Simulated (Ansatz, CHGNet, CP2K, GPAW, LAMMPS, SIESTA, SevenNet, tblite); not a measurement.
# SIESTA on annealed particle of LiCl with 30 % Na on Li sites (108 atoms): settings against a plane-wave reference, part 2 of 2

How do the settings of SIESTA change the result for annealed particle of LiCl with 30 % Na on Li sites (108 atoms)? A plane-wave run serves as the yardstick.

Program: SIESTA 5.4.2; the method stands at each step. Banners, paths, timers and routine set-up lines are dropped from the logs unmarked, and long logs keep their key lines alone; longer cuts are marked. The potentials were converted by us to PSML.

So far. Step 2 (PBE, DZP, shift 0.01 Ry, mesh 500 Ry): Forces lie 32 % from the reference's, at 0.65 times its CPU time (on 2 against 16 cores). Step 3 (PBE, SZ, shift 0.01 Ry, mesh 500 Ry): Against the first run (32 %), the force difference from the reference is 63 %, at 0.63 times the CPU time, with 372 basis functions against 1074: the smaller basis costs accuracy.

### 4. PBE, DZP, shift 0.04 Ry, mesh 500 Ry

Method: Kohn-Sham DFT, PBE, PseudoDojo 0.4.1 norm-conserving pseudopotentials (converted to PSML), numerical atomic orbitals (DZP), diagonalisation.

The input, input.fdf:

```
SystemLabel cell
NumberOfAtoms 108
NumberOfSpecies 3
%block ChemicalSpeciesLabel
  1 17 Cl
  2 11 Na
  3 3 Li
%endblock ChemicalSpeciesLabel
LatticeConstant 1.0 Ang
%block LatticeVectors
  24.97242 0.00000 0.00000
  0.00000 24.62796 0.00000
  0.00000 0.00000 24.94686
%endblock LatticeVectors
PAO.BasisSize DZP
PAO.EnergyShift 0.04 Ry
PAO.Polarization.NonPerturbative T
XC.Functional GGA
XC.Authors PBE
MeshCutoff 500 Ry
%block kgrid_Monkhorst_Pack
  1 0 0 0.0
  0 1 0 0.0
  0 0 1 0.0
%endblock kgrid_Monkhorst_Pack
SolutionMethod diagon
OccupationFunction FD
ElectronicTemperature 580 K
SCF.Mixer.Method Pulay
SCF.Mixer.Weight 0.05
SCF.Mixer.History 8
SCF.Mix Hamiltonian
MaxSCFIterations 300
SCF.DM.Tolerance 1e-04
SCF.H.Tolerance 1.0e-3 eV
WriteForces T
Write.HirshfeldPop T
Write.VoronoiPop T
Write.DM F
Write.H F
XML.Write F
AtomicCoordinatesFormat Fractional
%block AtomicCoordinatesAndAtomicSpecies
[... 108 atom lines left out: the same atoms as in the first run ...]
%endblock AtomicCoordinatesAndAtomicSpecies
```

Started as:

```console
OMP_NUM_THREADS=1 mpirun -np 2 siesta < input.fdf > output.txt
```

What it wrote:

```text
Version         : 5.4.2
reinit: System Name:
reinit: System Label: cell
initatom: Reading input for the pseudopotentials and atomic orbitals ----------
Species number:   1 Atomic number:   17 Label: Cl
Species number:   2 Atomic number:   11 Label: Na
Species number:   3 Atomic number:    3 Label: Li
Ground state valence configuration (from tables):   3s02  3p05  3d00  4f00
Ground state valence configuration (from tables):   3s01  3p00  3d00  4f00
Ground state valence configuration (from tables):   2s01  2p00  3d00  4f00
---- Processing specs for species: Cl
GGA--PBE XC_GGA_X_PBE--XC_GGA_C_PBE pb
---- Processing specs for species: Na
GGA--PBE XC_GGA_X_PBE--XC_GGA_C_PBE pb
Semicore shell(s) with  8 electrons included in the valence for Na
---- Processing specs for species: Li
[... lines left out ...]
stepf: Fermi-Dirac step function
        iscf     Eharris(eV)        E_KS(eV)     FreeEng(eV)     dDmax    Ef(eV) dHmax(eV)
[... lines left out ...]
SCF Convergence by DM+H criterion
[... lines left out ...]
SCF cycle converged after 13 iterations
[... lines left out ...]
   Max    1.443218
[... lines left out ...]
   Max    1.443218    constrained
Stress tensor Voigt[x,y,z,yz,xz,xy] (kbar):       13.69       13.85       15.22        0.31        0.47       -0.02
[... lines left out ...]
siesta: FreeEng =    -51438.257863
[... lines left out ...]
siesta:       Hartree =  133636.793578
siesta:         Exch. =  -10726.651301
siesta:         Corr. =    -745.631503
siesta:   Exch.-corr. =  -11472.282804
siesta:  Ion-electron = -293380.403344
siesta:       Ion-ion =   93445.034089
siesta:         Total =  -51438.257863
siesta:         Fermi =      -2.531681
siesta: Stress tensor (static) (eV/Ang**3):
siesta:     0.008547   -0.000010    0.000296
siesta:    -0.000010    0.008644    0.000193
siesta:     0.000296    0.000193    0.009500
siesta: Cell volume =      15342.811871 Ang**3
siesta: Pressure (static):
siesta:                Solid            Molecule  Units
siesta:          -0.00009690         -0.00000001  Ry/Bohr**3
siesta:          -0.00889689         -0.00000050  eV/Ang**3
siesta:         -14.25439046         -0.00080459  kBar
    Orbital volume contribution        =          48.167751 eV
    (Free)E + p_basis*V_orbitals       =      -51390.090112 eV
    (Free)Eharris+ p_basis*V_orbitals  =      -51390.090112 eV
siesta: Electric dipole (a.u.)  =   -3.165912   -1.427390    0.785443
siesta: Electric dipole (Debye) =   -8.046945   -3.628063    1.996396
Hirshfeld Atomic Populations:
Atom #   charge [q] valence [e]  Species
     1    -0.127797    7.127797  Cl
     2    -0.132371    7.132371  Cl
     3     0.218131    8.781869  Na
     4    -0.082037    7.082037  Cl
     5     0.033337    2.966663  Li
     6     0.252910    8.747090  Na
[...]
8     0.060151    2.939849  Li
[...]
10     0.198728    8.801272  Na
[...]
15    -0.067336    3.067336  Li
[...]
--------------------
 Total     0.000026
Voronoi Atomic Populations:
Atom #   charge [q] valence [e]  Species
[...]
94     0.310063    8.689937  Na
[...]
102     0.031122    2.968878  Li
[...]
105     0.138132    2.861868  Li
   106    -0.111459    7.111459  Cl
   107    -0.083488    7.083488  Cl
   108     0.219423    8.780577  Na
--------------------
 Total     0.000025
```

Wall time 3.7 min (2 MPI ranks of Arm Neoverse V2, shared host); peak memory 7.1 GiB.

Numbers from this run, and their distance from the reference:

- r.m.s. force component: 0.4594 eV/Å
- r.m.s. difference of force components: 361.7 meV/Å
- longest difference of force vectors: 1333 meV/Å
- force difference over r.m.s. force: 181.5 %
- slope of forces against the reference's: 1.51
- correlation of force components: 0.6552
- gap (highest filled to lowest empty level): 3.781 eV
- gap difference: -0.6617 eV

This is a coarse setting, run to see what it loses.

Against the first run (32 %), the force difference from the reference is 181 %, at 0.69 times the CPU time.

### 5. PBE, TZP, shift 0.01 Ry, mesh 500 Ry

Method: Kohn-Sham DFT, PBE, PseudoDojo 0.4.1 norm-conserving pseudopotentials (converted to PSML), numerical atomic orbitals (TZP), diagonalisation.

input.fdf: that of step 4 with these lines changed.

```diff
@@ -14,4 +14,4 @@
 %endblock LatticeVectors
-PAO.BasisSize DZP
-PAO.EnergyShift 0.04 Ry
+PAO.BasisSize TZP
+PAO.EnergyShift 0.01 Ry
 PAO.Polarization.NonPerturbative T
```

Started as:

```console
OMP_NUM_THREADS=1 mpirun -np 4 siesta < input.fdf > output.txt
```

What it wrote:

```text
Version         : 5.4.2
reinit: System Name:
reinit: System Label: cell
initatom: Reading input for the pseudopotentials and atomic orbitals ----------
Species number:   1 Atomic number:   17 Label: Cl
Species number:   2 Atomic number:   11 Label: Na
Species number:   3 Atomic number:    3 Label: Li
Ground state valence configuration (from tables):   3s02  3p05  3d00  4f00
Ground state valence configuration (from tables):   3s01  3p00  3d00  4f00
Ground state valence configuration (from tables):   2s01  2p00  3d00  4f00
---- Processing specs for species: Cl
GGA--PBE XC_GGA_X_PBE--XC_GGA_C_PBE pb
---- Processing specs for species: Na
GGA--PBE XC_GGA_X_PBE--XC_GGA_C_PBE pb
Semicore shell(s) with  8 electrons included in the valence for Na
---- Processing specs for species: Li
[... lines left out ...]
stepf: Fermi-Dirac step function
        iscf     Eharris(eV)        E_KS(eV)     FreeEng(eV)     dDmax    Ef(eV) dHmax(eV)
[... lines left out ...]
SCF Convergence by DM+H criterion
[... lines left out ...]
SCF cycle converged after 12 iterations
[... lines left out ...]
   Max    0.721480
[... lines left out ...]
   Max    0.721480    constrained
Stress tensor Voigt[x,y,z,yz,xz,xy] (kbar):        4.04        4.30        4.81        0.08        0.05       -0.02
[... lines left out ...]
siesta: FreeEng =    -51587.286320
[... lines left out ...]
siesta:       Hartree =  133044.673864
siesta:         Exch. =  -10636.384030
siesta:         Corr. =    -741.288352
siesta:   Exch.-corr. =  -11377.672382
siesta:  Ion-electron = -292557.196832
siesta:       Ion-ion =   93559.348438
siesta:         Total =  -51587.286320
siesta:         Fermi =      -3.544695
siesta: Stress tensor (static) (eV/Ang**3):
siesta:     0.002522   -0.000015    0.000032
siesta:    -0.000015    0.002682    0.000052
siesta:     0.000032    0.000052    0.003003
siesta: Cell volume =      15342.811871 Ang**3
siesta: Pressure (static):
siesta:                Solid            Molecule  Units
siesta:          -0.00002979          0.00000001  Ry/Bohr**3
siesta:          -0.00273539          0.00000079  eV/Ang**3
siesta:          -4.38257164          0.00127263  kBar
    Orbital volume contribution        =         110.966564 eV
    (Free)E + p_basis*V_orbitals       =      -51476.319756 eV
    (Free)Eharris+ p_basis*V_orbitals  =      -51476.319756 eV
siesta: Electric dipole (a.u.)  =   -3.019179   -1.714232    0.596390
siesta: Electric dipole (Debye) =   -7.673987   -4.357143    1.515873
Hirshfeld Atomic Populations:
Atom #   charge [q] valence [e]  Species
     1    -0.238981    7.238981  Cl
     2    -0.258112    7.258112  Cl
     3     0.311094    8.688906  Na
     4    -0.201007    7.201007  Cl
     5     0.154253    2.845747  Li
     6     0.341522    8.658478  Na
[...]
8     0.205297    2.794703  Li
[...]
10     0.293141    8.706859  Na
[...]
15     0.071720    2.928280  Li
[...]
--------------------
 Total     0.000007
Voronoi Atomic Populations:
Atom #   charge [q] valence [e]  Species
[...]
94     0.381846    8.618154  Na
[...]
102     0.166382    2.833618  Li
[...]
105     0.259879    2.740121  Li
   106    -0.207463    7.207463  Cl
   107    -0.201234    7.201234  Cl
   108     0.299033    8.700967  Na
--------------------
 Total     0.000006
```

Wall time 3.1 min (4 MPI ranks); peak memory 8.5 GiB; 12 min of CPU time.

Compared with the plane-wave run:

```
r.m.s. force component                           : 0.2237 eV/Å
r.m.s. difference of force components            : 66.23 meV/Å
longest difference of force vectors              : 233.6 meV/Å
force difference over r.m.s. force               : 33.23 %
slope of forces against the reference's          : 1.075
correlation of force components                  : 0.9575
gap (highest filled to lowest empty level) : 4.327 eV
gap difference                                   : -0.1154 eV
```

This run lies far from the reference in forces at the same functional.

Against the first run (32 %), the force difference from the reference is 33 %, at 1.1 times the CPU time (on 4 against 2 cores), with 1344 basis functions against 1074: size alone doesn't set the difference here.

### 6. PBE, DZ, shift 0.01 Ry, mesh 500 Ry

Method: Kohn-Sham DFT, PBE, PseudoDojo 0.4.1 norm-conserving pseudopotentials (converted to PSML), numerical atomic orbitals (DZ), diagonalisation.

input.fdf: that of step 5 with these lines changed.

```diff
@@ -14,3 +14,3 @@
 %endblock LatticeVectors
-PAO.BasisSize TZP
+PAO.BasisSize DZ
 PAO.EnergyShift 0.01 Ry
```

Started as:

```console
OMP_NUM_THREADS=1 mpirun -np 2 siesta < input.fdf > output.txt
```

What it wrote:

```text
Version         : 5.4.2
reinit: System Name:
reinit: System Label: cell
initatom: Reading input for the pseudopotentials and atomic orbitals ----------
Species number:   1 Atomic number:   17 Label: Cl
Species number:   2 Atomic number:   11 Label: Na
Species number:   3 Atomic number:    3 Label: Li
Ground state valence configuration (from tables):   3s02  3p05  3d00  4f00
[... lines left out ...]
SCF Convergence by DM+H criterion
[... lines left out ...]
SCF cycle converged after 11 iterations
[... lines left out ...]
   Max    0.892004
[... lines left out ...]
   Max    0.892004    constrained
Stress tensor Voigt[x,y,z,yz,xz,xy] (kbar):        6.18        6.39        7.06        0.03        0.22        0.01
[... lines left out ...]
siesta: FreeEng =    -51527.283083
[... lines left out ...]
siesta:         Fermi =      -3.740798
[... lines left out ...]
siesta:          -6.54534898          0.00018650  kBar
[... lines left out ...]
siesta: Electric dipole (Debye) =   -8.285196   -6.247922    0.269353
Hirshfeld Atomic Populations:
Atom #   charge [q] valence [e]  Species
     1    -0.314088    7.314088  Cl
     2    -0.346769    7.346769  Cl
     3     0.363228    8.636772  Na
     4    -0.277724    7.277724  Cl
     5     0.252705    2.747295  Li
     6     0.392540    8.607460  Na
[...]
8     0.313266    2.686734  Li
[...]
10     0.359552    8.640448  Na
[...]
15     0.172498    2.827502  Li
[...]
--------------------
 Total    -0.000004
Voronoi Atomic Populations:
Atom #   charge [q] valence [e]  Species
[...]
94     0.430472    8.569528  Na
[...]
102     0.298214    2.701786  Li
[...]
105     0.367921    2.632079  Li
   106    -0.298978    7.298978  Cl
   107    -0.305075    7.305075  Cl
   108     0.344832    8.655168  Na
--------------------
 Total    -0.000005
```

It took 3.4 min on 2 MPI ranks; peak memory 6.8 GiB; 6.8 min of CPU time.

Compared with the plane-wave run:

| Property | Result |
| --- | --- |
| r.m.s. force component | 0.2531 eV/Å |
| r.m.s. difference of force components | 148 meV/Å |
| longest difference of force vectors | 474.4 meV/Å |
| force difference over r.m.s. force | 74.27 % |
| slope of forces against the reference's | 1.031 |
| correlation of force components | 0.8115 |
| gap (highest filled to lowest empty level) | 4.145 eV |
| gap difference | -0.2972 eV |

This is a coarse setting, run to see what it loses.

Against the first run (32 %), the force difference from the reference is 74 %, at 0.63 times the CPU time, with 642 basis functions against 1074: the smaller basis costs accuracy.

### 7. The ladder

Differences are against the plane-wave reference, forces as r.m.s. over components; share is that over the reference's r.m.s. force, slope the least-squares factor from reference forces to these. Total energies of different programs have different zeros and aren't compared.

```
                                                 run  Δ force, r.m.s. (meV/Å)  share (%)  slope  Δ gap (eV)  cores  CPU time  memory (GiB)
                                           reference                        -          -      -           -     16    17 min            18
         SIESTA PBE, DZP, shift 0.01 Ry, mesh 500 Ry                     63.3       31.7  1.070      -0.108      2    11 min           8.3
 SIESTA PBE, SZ, shift 0.01 Ry, mesh 500 Ry (coarse)                      125       62.9  0.994       -1.04      2   6.9 min           6.5
SIESTA PBE, DZP, shift 0.04 Ry, mesh 500 Ry (coarse)                      362        181  1.510      -0.662      2   7.5 min           7.1
         SIESTA PBE, TZP, shift 0.01 Ry, mesh 500 Ry                     66.2       33.2  1.075      -0.115      4    12 min           8.5
 SIESTA PBE, DZ, shift 0.01 Ry, mesh 500 Ry (coarse)                      148       74.3  1.031      -0.297      2   6.8 min           6.8
```

Rows marked coarse were listed beforehand as settings not expected to be converged; some can still land near the reference.

CPU time is summed over cores on a shared host, where runs went side by side, so it is rough. Symmetry, cutoffs, thresholds, outputs and thread counts weren't matched or tuned between programs; memory under MPI is the largest rank's times the ranks.

Mean charges by element (e), by run and scheme:

```
                                        run     scheme     Cl     Na     Li
                                  reference     Löwdin  -0.69  +0.75  +0.74
SIESTA PBE, DZP, shift 0.01 Ry, mesh 500 Ry  Hirshfeld  -0.18  +0.29  +0.14
SIESTA PBE, TZP, shift 0.01 Ry, mesh 500 Ry  Hirshfeld  -0.19  +0.29  +0.14
```

The reference's Löwdin charges lack the electrons that the projection spills, 0.028 e an atom on average.

### 8. Outcome

```json
{"nearest in forces": "SIESTA PBE, DZP, shift 0.01 Ry, mesh 500 Ry, 32 %", "its CPU time": "11 min"}
```

What this shows: The PBE runs in local orbitals, coarse settings apart, differ by 32 % (SIESTA PBE, DZP, shift 0.01 Ry, mesh 500 Ry) to 33 % (SIESTA PBE, TZP, shift 0.01 Ry, mesh 500 Ry); basis, grid and potentials can all enter. Runs with settings chosen to be coarse differ by 63 % (SIESTA PBE, SZ, shift 0.01 Ry, mesh 500 Ry) to 181 % (SIESTA PBE, DZP, shift 0.04 Ry, mesh 500 Ry), their programs' other errors included. Of the electronic-structure runs that take under half the reference's CPU time, SIESTA PBE, SZ, shift 0.01 Ry, mesh 500 Ry comes nearest, at 63 % in 6.9 min against 17 min, too far off to be of use. At the same functional, gaps differ from the reference's 4.44 eV by between -1.04 and -0.11 eV. Charges hang on scheme and program or settings: among these rows the mean for Li runs from +0.14 to +0.74 e. The network of bonds at the start is that of the classical potential that made the cell, and needn't be the one that DFT or experiment would give. The ion parameters were fitted for water, not for melts, so the starting structure of this cell may lie well off the real melt's.

[Also dropped from logs without a mark: logging warnings of Python, and SIESTA's first energy breakdown and zero terms.]

[Logs are printed without paths, hosts, clocks, repeated set-up lines and the standing remarks that a program may print on its own settings, such as how far it seeks lower states.]

[Hosts, paths, dates, database ids (printed as entryN), source tags and the programs' standing remarks are cut or masked in the printed files.]
